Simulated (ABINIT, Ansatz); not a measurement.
# Sr2MgH6 (P-3m1): one start, several treatments of the self-energy, part 2 of 2

How much does the gap of Sr2MgH6 (P-3m1) depend on the approximation to the self-energy?

ABINIT 10.8.3; PBEsol and many-body steps on it, plane waves. Known limits of the many-body steps: not at the basis limit; no spin-orbit coupling; coarse k mesh.

So far. Step 5 (G0W0, Hybertsen-Louie plasmon pole): Against G0W0 in ABINIT (3×3×2 mesh, 90 bands, screening to 114.3 eV, Godby-Needs plasmon pole), the gap moves by −0.053 eV. Step 6 (G0W0, Engel-Farid plasmon pole): Against G0W0 in ABINIT (3×3×2 mesh, 90 bands, screening to 114.3 eV, Godby-Needs plasmon pole), the gap moves by −0.014 eV.

## Step 7: One-shot Hartree-Fock

This step: one-shot Hartree-Fock on PBEsol, plane waves, norm-conserving pseudopotentials.

run.abi reads:

```
acell 3*1.0 Angstrom
rprim 
  5.475438295790 0.000000000002 0.000000000000
  -2.737719147897 4.741868661007 0.000000000000
  0.000000000000 0.000000000000 4.188467730000
ntypat 3
znucl 38 12 1
natom 9
typat 1 1 2 3 3 3 3 3 3
xred 
  0.666666666667 0.333333333333 0.263532570000
  0.333333333333 0.666666666667 0.736467430000
  0.000000000000 0.000000000000 0.000000000000
  0.823459443333 0.646918886667 0.765248350000
  0.823459443333 0.176540556667 0.765248350000
  0.353081113333 0.176540556667 0.765248350000
  0.176540556667 0.353081113333 0.234751650000
  0.176540556667 0.823459443333 0.234751650000
  0.646918886667 0.823459443333 0.234751650000
pp_dirpath "pseudos"
pseudos "Sr.upf, Mg.upf, H.upf"
ecut 38
ngkpt 3 3 2
nshiftk 1
shiftk 0 0 0
kptopt 1
chksymbreak 0
istwfk *1
occopt 1
irdwfk 1
optdriver 4
nband 22
gwcalctyp 5
ecutsigx 38
symsigma 1
nkptgw 2
kptgw 
  0.3333333333 0.3333333333 0.0000000000
  0.0000000000 0.0000000000 0.0000000000
bdgw 
  16 20
  17 21
ixc_sigma 40
fftgw 31
indata_prefix "in"
outdata_prefix "out"
tmpdata_prefix "tmp"
```

Launch:

```bash
> OMP_NUM_THREADS=1 mpirun -n 4 abinit run.abi > log
```

Numbers of over 12 decimals in the logs are rounded to 6 here.

Log:

```text
.Version 10.8.3 of ABINIT. v10.8.2 released Aug 2026.

 Symmetries : space group P-3 m 1 (#164); Bravais hP (primitive hexag.)
[... echo of the input left out ...]
== DATASET  1 ==================================================================
-   mpi_nproc: 4, omp_nthreads: 1 (-1 if OMP is not activated)

--- !DatasetInfo
iteration_state: {dtset: 1, }
dimensions: {natom: 9, nkpt: 6, mband: 22, nsppol: 1, nspinor: 1, nspden: 1, mpw: 8238, }
cutoff_energies: {ecut:  38.0, pawecutdg:  -1.0, }
[...]
Band     E0 <VxcDFT>   SigX SigC(E0)      Z dSigC/dE  Sig(E)    E-E0       E
[...]
20   8.503 -10.516  -4.880   0.000   1.000   0.000  -4.880   5.636  14.140
       21   8.503 -10.516  -4.880   0.000   1.000   0.000  -4.880   5.636  14.140

== END DATASET(S) ==============================================================
================================================================================

 -outvars: echo values of variables after computation  --------
           etotal      0.0000000000E+00
            nband          22
             nkpt           6
          spgroup         164
 [... the other variables as echoed above ...]

 Calculation completed.
```

The job ended after 3.7 s (4 MPI ranks of Arm Neoverse V1, shared host; peak memory 0.63 GiB).

This step gave:

```
quasiparticle gap on the points computed              : 9.838 eV
starting gap on the mesh                              : 2.528 eV
k of the valence top                                  : 0.3333, 0.3333, 0
k of the conduction bottom                            : 0, 0, 0
least direct quasiparticle gap on the computed points : 10.24 eV
```

Against G0W0 in ABINIT (3×3×2 mesh, 90 bands, screening to 114.3 eV, Godby-Needs plasmon pole), the gap moves by +5.669 eV.

## Step 8: Screening, 3×3×2 mesh, 90 bands, screening to 114.3 eV

This step: RPA screening on PBEsol, plane waves, norm-conserving pseudopotentials.

Edit run.abi of step 7 so:

```diff
@@ -30,16 +30,14 @@
 irdwfk 1
-optdriver 4
-nband 22
-gwcalctyp 5
-ecutsigx 38
-symsigma 1
-nkptgw 2
-kptgw 
-  0.3333333333 0.3333333333 0.0000000000
-  0.0000000000 0.0000000000 0.0000000000
-bdgw 
-  16 20
-  17 21
-ixc_sigma 40
-fftgw 31
+optdriver 3
+nband 90
+ecuteps 4.2
+inclvkb 2
+awtr 1
+symchi 1
+gwcalctyp 2
+nfreqre 16
+freqremax 40 eV
+nfreqim 8
+spmeth 1
+nomegasf 120
 indata_prefix "in"
```

Log:

```text
.Version 10.8.3 of ABINIT. v10.8.2 released Aug 2026.

 Symmetries : space group P-3 m 1 (#164); Bravais hP (primitive hexag.)
[... echo of the input left out ...]
== DATASET  1 ==================================================================
-   mpi_nproc: 4, omp_nthreads: 1 (-1 if OMP is not activated)

--- !DatasetInfo
iteration_state: {dtset: 1, }
dimensions: {natom: 9, nkpt: 6, mband: 90, nsppol: 1, nspinor: 1, nspden: 1, mpw: 8238, }
cutoff_energies: {ecut:  38.0, pawecutdg:  -1.0, }
electrons: {nelect:   3.60000000E+01, charge:   0.00000000E+00, occopt:   1.00000000E+00, tsmear:   1.00000000E-02, }

 SCREENING: Calculation of the susceptibility and dielectric matrices

 Based on a program developped by R.W. Godby, V. Olevano, G. Onida, and L. Reining.
 Incorporated in ABINIT by V. Olevano, G.-M. Rignanese, and M. Torrent.
.Using double precision arithmetic ; gwpc =  8

[... cell and pseudopotentials left out ...]
--------------------------------------------------------------------------------

 ==== K-mesh for the wavefunctions ====
 Number of points in the irreducible wedge :     6
[... list of points left out ...]
 Together with 12 symmetry operations and time-reversal symmetry
 yields    18 points in the full Brillouin Zone.

 ==== Q-mesh for the screening function ====
 Number of points in the irreducible wedge :     6
[... list of points left out ...]
 Together with 12 symmetry operations and time-reversal symmetry
 yields    18 points in the full Brillouin Zone.

 setmesh: FFT mesh size selected  =    36x   36x   30
          total number of points  =        38880

 vcoul_init : cutoff-mode = AUXILIARY_FUNCTION
 q-points for optical limit:   1
     1)      0.000010    0.000020    0.000030

- screening: taking advantage of time-reversal symmetry
- Maximum band index for partially occupied states nbvw = 18
- Remaining bands to be divided among processors   nbcw = 72
- Number of bands treated by each node ~18

 Number of electrons calculated from density =   36.0000; Expected =   36.0000
 average of density, n =  0.049055
 r_s =    1.6946
 omega_plasma =   21.3647 [eV]

 calculating chi0 at frequencies [eV] :
  1    0.000000E+00    0.000000E+00
  2    2.666667E+00    0.000000E+00
  3    5.333333E+00    0.000000E+00
[...]
23    0.000000E+00    5.441217E+01
 24    0.000000E+00    7.661292E+01

--------------------------------------------------------------------------------
  q-point number  1        q = ( 0.000000, 0.000000, 0.000000) [r.l.u.]
--------------------------------------------------------------------------------
[... chi0 elements left out ...]
  [... further frequencies ...]

 No. of calculated frequencies >  15, stop printing
 For q-point:  0.000010 0.000020 0.000030
  dielectric constant =   5.7943
  dielectric constant without local fields =   6.4487

  Average fulfillment of the sum rule on Im[epsilon] for q-point    1 :     58.30  [%]
[... wings left out ...]
  q-point number  2        q = ( 0.333333, 0.000000, 0.000000) [r.l.u.]
--------------------------------------------------------------------------------
[... chi0 elements left out ...]
  [... further frequencies ...]

 No. of calculated frequencies >  15, stop printing
  Average fulfillment of the sum rule on Im[epsilon] for q-point    2 :     67.43  [%]

 [... 4 further q-points ...]
```

Wall time 39 s (4 MPI ranks); peak memory 1.7 GiB; 2.6 min of CPU time.

Numbers from this step:

| Item | Value |
| --- | --- |
| ε∞ with local fields, on this mesh, along the program's q direction | 5.794 |
| the same without local fields | 6.449 |
| plasma frequency | 21.36 eV |
| plane waves in the screening matrix | 283 |

## Step 9: G0W0, contour deformation

This step: G0W0 on PBEsol, plane waves, norm-conserving pseudopotentials.

Edit run.abi of step 8 so:

```diff
@@ -30,14 +30,16 @@
 irdwfk 1
-optdriver 3
+optdriver 4
 nband 90
+gwcalctyp 2
+ecutsigx 38
+symsigma 1
+nkptgw 2
+kptgw 
+  0.3333333333 0.3333333333 0.0000000000
+  0.0000000000 0.0000000000 0.0000000000
+bdgw 
+  16 20
+  17 21
 ecuteps 4.2
-inclvkb 2
-awtr 1
-symchi 1
-gwcalctyp 2
-nfreqre 16
-freqremax 40 eV
-nfreqim 8
-spmeth 1
-nomegasf 120
+irdscr 1
 indata_prefix "in"
```

Log:

```text
.Version 10.8.3 of ABINIT. v10.8.2 released Aug 2026.

 Symmetries : space group P-3 m 1 (#164); Bravais hP (primitive hexag.)
[... echo of the input left out ...]
== DATASET  1 ==================================================================
-   mpi_nproc: 4, omp_nthreads: 1 (-1 if OMP is not activated)

--- !DatasetInfo
iteration_state: {dtset: 1, }
dimensions: {natom: 9, nkpt: 6, mband: 90, nsppol: 1, nspinor: 1, nspden: 1, mpw: 8238, }
cutoff_energies: {ecut:  38.0, pawecutdg:  -1.0, }
[...]
Band     E0 <VxcDFT>   SigX SigC(E0)      Z dSigC/dE  Sig(E)    E-E0       E
[...]
21   8.503 -10.516  -4.880  -3.890   0.774  -0.292  -9.165   1.352   9.855
       21   0.000   0.000   0.000   0.001   0.000   0.000   0.001   0.001   0.001

== END DATASET(S) ==============================================================
================================================================================

 -outvars: echo values of variables after computation  --------
           etotal      0.0000000000E+00
            nband          90
             nkpt           6
          spgroup         164
 [... the other variables as echoed above ...]

 Calculation completed.
```

Wall time 7.9 s (4 MPI ranks); peak memory 1.2 GiB.

This step gave:

| Property | Result |
| --- | --- |
| G0W0 gap on the points computed | 4.1 eV |
| starting gap on the mesh | 2.528 eV |
| k of the valence top | 0.3333, 0.3333, 0 |
| k of the conduction bottom | 0, 0, 0 |
| least direct G0W0 gap on the computed points | 4.487 eV |

Against G0W0 in ABINIT (3×3×2 mesh, 90 bands, screening to 114.3 eV, Godby-Needs plasmon pole), the gap moves by −0.069 eV.

## Step 10: Side by side

Times are wall times on 4 MPI ranks of Arm Neoverse V1, shared host, good to a factor of about two. A run's time includes the screening step that it read.

| run | mesh | bands | screening cutoff (eV) | DFT gap (eV) | gap on the mesh (eV) | direct (eV) | ε∞ used | time |
| --- | --- | --- | --- | --- | --- | --- | --- | --- |
| G0W0, Godby-Needs plasmon pole | 3×3×2 | 90 | 114.3 | 2.528 | 4.169 | 4.562 | 5.73 | 37 s |
| G0W0, Hybertsen-Louie plasmon pole | 3×3×2 | 90 | 114.3 | 2.528 | 4.116 | 4.516 | 5.73 | 37 s |
| G0W0, Engel-Farid plasmon pole | 3×3×2 | 90 | 114.3 | 2.528 | 4.155 | 4.550 | 5.73 | 33 s |
| one-shot Hartree-Fock | 3×3×2 | - | - | 2.528 | 9.838 | 10.243 | - | 3.7 s |
| G0W0, contour deformation | 3×3×2 | 90 | 114.3 | 2.528 | 4.100 | 4.487 | 5.79 | 47 s |

## Step 11: Summary of results

| Property | Result |
| --- | --- |
| G0W0, Godby-Needs plasmon pole | 4.169 eV |
| G0W0, Hybertsen-Louie plasmon pole | 4.116 eV |
| G0W0, Engel-Farid plasmon pole | 4.155 eV |
| one-shot Hartree-Fock | 9.838 eV |
| G0W0, contour deformation | 4.100 eV |
| known limits | not at the basis limit; no spin-orbit coupling; coarse k mesh |

G0W0, Hybertsen-Louie plasmon pole: −0.053 eV against G0W0, Godby-Needs plasmon pole. G0W0, Engel-Farid plasmon pole: −0.014 eV against G0W0, Godby-Needs plasmon pole. One-shot Hartree-Fock: +5.669 eV against G0W0, Godby-Needs plasmon pole. G0W0, contour deformation: −0.069 eV against G0W0, Godby-Needs plasmon pole. Bare exchange alone opens the gap to 9.84 eV; against G0W0, correlation takes back 5.67 eV. Bands and cutoff are finite, so the gap is not at the basis limit. The miss can reach some tenths of an eV and take either sign; the mesh is an error of its own. In the first G0W0 run levels were corrected at 2 k points alone, so a gap called «on the mesh» is the least over those, and an edge elsewhere would be missed. The 3×3×2 mesh is coarse for this cell, which bears on the long-range parts of exchange and screening. The many-body steps are scalar-relativistic: spin-orbit coupling is not in them.

[Paths, hosts, dates, memory and timing lines, banners, echoed tables and standing remarks are left out of the program output.]

[Logs are printed without paths, hosts, clocks, repeated set-up lines and the standing remarks that a program may print on its own settings, such as how far it seeks lower states.]

[Runs of the session that timed out or met a known fault of the program may be left out.]

[No measured gap is set beside runs whose start may be inverted or whose files or cutoffs have a known fault.]

[Hosts, paths, dates, database ids (printed as entryN), source tags and the programs' standing remarks are cut or masked in the printed files.]

[G0W0 gaps are taken among the corrected bands and points alone; a level outside them can change the order at an edge.]

[Where Ansatz stands beside ABINIT at settings called matched, ABINIT's density can come from a denser mesh and the files from another edition; pairs whose starting gaps differed by over 0.03 eV were left out, so agreement reads better than it is.]
